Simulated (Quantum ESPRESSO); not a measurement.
# Collinear magnetic orders of CoPS3 with Quantum ESPRESSO, part 2 of 2

Does CoPS3 prefer parallel or opposed moments?

Quantum ESPRESSO 7.5; LDA; plane waves with GBRV 1.5 LDA potentials, no spin-orbit coupling.

So far: Starting point; Run 1, typed as ferro ++.

### Step 3. Run 2 (antiferro +−)

Contents of pw.in:

```
&CONTROL
  calculation = 'scf'
  prefix = 'pwscf'
  outdir = './tmp'
  pseudo_dir = './pseudo'
  disk_io = 'nowf'
/
&SYSTEM
  ibrav = 0
  celldm(1) = 8
  nat = 10
  ntyp = 4
  ecutwfc = 40
  ecutrho = 280
  nbnd = 53
  occupations = 'smearing'
  smearing = 'fd'
  degauss = 0.00367493
  nspin = 2
  starting_magnetization(1) = 0.1765
  starting_magnetization(2) = -0.1765
  starting_magnetization(3) = 0
  starting_magnetization(4) = 0
/
&ELECTRONS
  conv_thr = 2d-08
  electron_maxstep = 150
  mixing_beta = 0.3
/
ATOMIC_SPECIES
Co1    58.9332 co_lda_v1.2.uspp.F.UPF
Co2    58.9332 co_lda_v1.2.uspp.F.UPF
P      30.9738 p_lda_v1.5.uspp.F.UPF
S      32.0600 s_lda_v1.4.uspp.F.UPF
CELL_PARAMETERS alat
   0.6815325614355   -1.1802364824711    0.0000000000000
   0.6815325614355    1.1802364824711    0.0000000000000
  -0.4557709969944    0.0000000000000    1.5549306698146
ATOMIC_POSITIONS crystal
Co1     0.3332840000    0.6667160000    0.5000000000
Co2     0.6667160000    0.3332840000    0.5000000000
P       0.0556550000    0.0556550000    0.6643210000
P       0.9443450000    0.9443450000    0.3356790000
S       0.0727000000    0.4273870000    0.7173930000
S       0.5726130000    0.9273000000    0.2826070000
S       0.2811000000    0.2811000000    0.2818470000
S       0.7189000000    0.7189000000    0.7181530000
S       0.4273870000    0.0727000000    0.7173930000
S       0.9273000000    0.5726130000    0.2826070000
K_POINTS automatic
4 4 4 0 0 0
```

Launch:

```console
$ OMP_NUM_THREADS=1 mpirun -n 4 pw.x -nk 4 -in pw.in > pw.out
```

Log:

```text
[banner, memory and clock lines left out]
Program PWSCF v.7.5 starts

     Message from routine setup:
     using ibrav=0 with symmetry is DISCOURAGED, use correct ibrav instead

     bravais-lattice index     =            0
     lattice parameter (alat)  =       8.0000  a.u.
     unit-cell volume          =    1280.7567 (a.u.)^3
     number of atoms/cell      =           10
     number of atomic types    =            4
     number of electrons       =        80.00
     number of Kohn-Sham states=           53
     kinetic-energy cutoff     =      40.0000  Ry
     charge density cutoff     =     280.0000  Ry
     scf convergence threshold =      2.0E-08
     mixing beta               =       0.3000
     number of iterations used =            8  plain     mixing
     Exchange-correlation=  SLA  PZ   NOGX NOGC
                           (   1   1   0   0   0   0   0)

     celldm(1)=   8.000000  celldm(2)=   0.000000  celldm(3)=   0.000000
     celldm(4)=   0.000000  celldm(5)=   0.000000  celldm(6)=   0.000000

     crystal axes: (cart. coord. in units of alat)
               a(1) = (   0.681533  -1.180236   0.000000 )
               a(2) = (   0.681533   1.180236   0.000000 )
               a(3) = (  -0.455771   0.000000   1.554931 )

     reciprocal axes: (cart. coord. in units 2 pi/alat)
               b(1) = (  0.733641 -0.423644  0.215040 )
               b(2) = (  0.733641  0.423644  0.215040 )
               b(3) = ( -0.000000  0.000000  0.643115 )

     PseudoPot. # 1 for Co read from file:
     co_lda_v1.2.uspp.F.UPF
     Pseudo is Ultrasoft + core correction, Zval = 17.0

     PseudoPot. # 2 for Co read from file:
     co_lda_v1.2.uspp.F.UPF
     Pseudo is Ultrasoft + core correction, Zval = 17.0

     PseudoPot. # 3 for P  read from file:
     p_lda_v1.5.uspp.F.UPF
     Pseudo is Ultrasoft + core correction, Zval =  5.0

     PseudoPot. # 4 for S  read from file:
     s_lda_v1.4.uspp.F.UPF
     Pseudo is Ultrasoft + core correction, Zval =  6.0

     atomic species   valence    mass     pseudopotential
     Co1              17.00    58.93320     Co( 1.00)
     Co2              17.00    58.93320     Co( 1.00)
     P                 5.00    30.97380     P ( 1.00)
     S                 6.00    32.06000     S ( 1.00)

     Starting magnetic structure
     atomic species   magnetization
     Co1             0.176
     Co2            -0.176
     P               0.000
     S               0.000

      2 Sym. Ops. (no inversion) found

   Cartesian axes

     site n.     atom                  positions (alat units)
         1        Co1    tau(   1) = (   0.4536471   0.3935286   0.7774653  )
         2        Co2    tau(   2) = (   0.4536471  -0.3935286   0.7774653  )
         3        P      tau(   3) = (  -0.2269169   0.0000000   1.0329731  )
         4        P      tau(   4) = (   1.1342110   0.0000000   0.5219576  )
         5        S      tau(   5) = (   0.0138587   0.4186145   1.1154964  )
         6        S      tau(   6) = (   0.8934355   0.4186145   0.4394343  )
         7        S      tau(   7) = (   0.2546999   0.0000000   0.4382525  )
         8        S      tau(   8) = (   0.6525942   0.0000000   1.1166781  )
         9        S      tau(   9) = (   0.0138587  -0.4186145   1.1154964  )
        10        S      tau(  10) = (   0.8934355  -0.4186145   0.4394343  )

     number of k points=    24  Fermi-Dirac smearing, width (Ry)=  0.0037
                       cart. coord. in units 2pi/alat
        k(    1) = (   0.0000000   0.0000000   0.0000000), wk =   0.0156250
        k(    2) = (   0.0000000   0.0000000   0.1607789), wk =   0.0312500
        k(    3) = (   0.0000000   0.0000000  -0.3215577), wk =   0.0156250
        k(    4) = (   0.1834102   0.1059110   0.0537600), wk =   0.0625000
        k(    5) = (   0.1834102   0.1059110   0.2145388), wk =   0.0625000
        [... 19 further k-points ...]

     Dense  grid:   101267 G-vectors     FFT dimensions: (  60,  60,  72)

     Smooth grid:    43675 G-vectors     FFT dimensions: (  45,  45,  54)

     Check: negative core charge=   -0.000011
     Generating pointlists ...
     new r_m :   0.2290 (alat units)  1.8320 (a.u.) for type    1
     new r_m :   0.2290 (alat units)  1.8320 (a.u.) for type    2
     new r_m :   0.2021 (alat units)  1.6167 (a.u.) for type    3
     new r_m :   0.2021 (alat units)  1.6167 (a.u.) for type    4

     Initial potential from superposition of free atoms

     starting charge      77.9995, renormalised to      80.0000
     Starting wfcs are   58 randomized atomic wfcs

     Self-consistent Calculation

     iteration #  1     ecut=    40.00 Ry     beta= 0.30
     Davidson diagonalization with overlap
     ethr =  1.00E-02,  avg # of iterations =  4.9

     total energy              =    -770.69908008 Ry
     estimated scf accuracy    <       5.25000595 Ry

     total magnetization       =    -0.00 Bohr mag/cell
     absolute magnetization    =     5.79 Bohr mag/cell

     iteration #  2     ecut=    40.00 Ry     beta= 0.30
     Davidson diagonalization with overlap
     ethr =  6.56E-03,  avg # of iterations =  3.0

     total energy              =    -771.59597766 Ry
     estimated scf accuracy    <      13.80910265 Ry

     total magnetization       =     0.00 Bohr mag/cell
     absolute magnetization    =     1.12 Bohr mag/cell

     [... further iterations left out ...]

     iteration # 22     ecut=    40.00 Ry     beta= 0.30
     Davidson diagonalization with overlap
     ethr =  1.28E-10,  avg # of iterations =  2.0

     total energy              =    -772.54630067 Ry
     estimated scf accuracy    <       0.00000003 Ry

     total magnetization       =    -0.01 Bohr mag/cell
     absolute magnetization    =     0.01 Bohr mag/cell

     iteration # 23     ecut=    40.00 Ry     beta= 0.30
     Davidson diagonalization with overlap
     ethr =  3.75E-11,  avg # of iterations =  4.5

     Magnetic moment per site  (integrated on atomic sphere of radius R)
     atom   1 (R=0.229)  charge= 15.2885  magn= -0.0029
     atom   2 (R=0.229)  charge= 15.2886  magn= -0.0021
     atom   3 (R=0.202)  charge=  2.1576  magn= -0.0001
     atom   4 (R=0.202)  charge=  2.1576  magn= -0.0001
     atom   5 (R=0.202)  charge=  3.1049  magn= -0.0001
     atom   6 (R=0.202)  charge=  3.1049  magn= -0.0001
     atom   7 (R=0.202)  charge=  3.1036  magn= -0.0001
     atom   8 (R=0.202)  charge=  3.1036  magn= -0.0001
     atom   9 (R=0.202)  charge=  3.1049  magn= -0.0001
     atom  10 (R=0.202)  charge=  3.1049  magn= -0.0001

     End of self-consistent calculation

     [... lines left out ...]
     the Fermi energy is     7.3324 ev

!    total energy              =    -772.54630070 Ry
     estimated scf accuracy    <       0.00000002 Ry
     smearing contrib. (-TS)   =      -0.00357328 Ry
     internal energy E=F+TS    =    -772.54272742 Ry

     The total energy is F=E-TS. E is the sum of the following terms:
     one-electron contribution =    -717.22655942 Ry
     hartree contribution      =     389.90273748 Ry
     xc contribution           =    -126.90659045 Ry
     ewald contribution        =    -318.31231503 Ry

     total magnetization       =    -0.01 Bohr mag/cell
     absolute magnetization    =     0.01 Bohr mag/cell

     convergence has been achieved in  23 iterations
```

Wall time 3.6 min (4 MPI ranks of Arm Neoverse V1, shared host); peak memory 1.1 GiB.

Spin moment in the atom's sphere by atom:

```
atom  spin moment in the atom's sphere (μB)
 Co1                                -0.0029
 Co2                                -0.0021
  P3                                -0.0001
  P4                                -0.0001
  S5                                -0.0001
  S6                                -0.0001
  S7                                -0.0001
  S8                                -0.0001
  S9                                -0.0001
 S10                                -0.0001
```

This step gave:

```
smearing term TS       : 0.04862 eV
magnetization          : -0.006 μB
absolute magnetization : 0.007 μB
final state            : non-magnetic
```

### Step 4. The states side by side

An order is kept where moments of 0.15 μB or more survive with the typed signs; meshes match where a doubled cell samples the same k points as the first cell.

Orders:

```
       start   final state  typed order kept  energy over the lowest (meV a seeded atom)  largest site moment (μB)  net moment (μB a cell of the first run)  mesh matched  CPU time (s)
    ferro ++  non-magnetic                no                                           0                         0                                        0           yes          1139
antiferro +-  non-magnetic                no                                           0                  0.002942                                 0.006364           yes         866.7
```

### Step 5. Outcome

```yaml
lowest_state_found: non-magnetic (from ferro ++ and antiferro +-)
largest_site_moment: 0 μB
```

The lowest state carries no moment, and no start kept one. This is the lowest of 2 collinear or spinless starts, no proof of the ground state. No Hubbard term acts here. In such compounds local and semilocal functionals without one often delocalise the d electrons, and can shrink or lose moments and miss the size, sign and order of the couplings.

[Logs and program files are shortened in this print: banners, set-up blocks, solver, clock and traceback lines can be left out without a mark of their own.]

[Logs are printed without paths, hosts, clocks, repeated set-up lines and the standing remarks that a program may print on its own settings, such as how far it seeks lower states.]

[Hosts, paths, dates, database ids (printed as entryN), source tags and the programs' standing remarks are cut or masked in the printed files.]

[Where a cell is said to come from a database of computed structures, the database is the Materials Project.]
